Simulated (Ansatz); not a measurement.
In doubt: masses and optical values from hybrid runs of this build are listed as unsure, which bears on the screening that GW takes from such a start.

Rows from a G0W0 calculation on InSe (P-6m2) (Ansatz 0.2.0; G0W0 on HSE06, plane waves, PAW; 6×6×2 mesh, 389 empty bands, screening to 84 eV), in eV. Spin-orbit coupling is left out.

| row | Σx | Σc | Vxc | Z |
| --- | --- | --- | --- | --- |
| A | -16.51 | 1.10 | -15.29 | 0.79 |
| B | -10.30 | -3.51 | -14.07 | 0.80 |
| C | -10.05 | -3.26 | -13.53 | 0.81 |
| D | -18.17 | 1.71 | -16.40 | 0.78 |

**Question.** Which rows are filled states and which are empty ones, and how can one tell?

Filled: A and D. Empty: B and C. The sign of Σc tells: for a filled state bare exchange, which holds its interaction with itself, lies below Vxc (Σx − Vxc is -1.2 eV or lower here) and screening gives part back as a positive Σc. For an empty state Σx lies above Vxc (+3.5 eV or more) and the Coulomb hole leaves Σc negative.

[Runs of the session that timed out or met a known fault of the program may be left out.]

[Cells called generated may have been cut or substituted from an entry of the Crystallography Open Database or the Materials Project.]

[Hosts, paths, dates, database ids (printed as entryN), source tags and the programs' standing remarks are cut or masked in the printed files.]
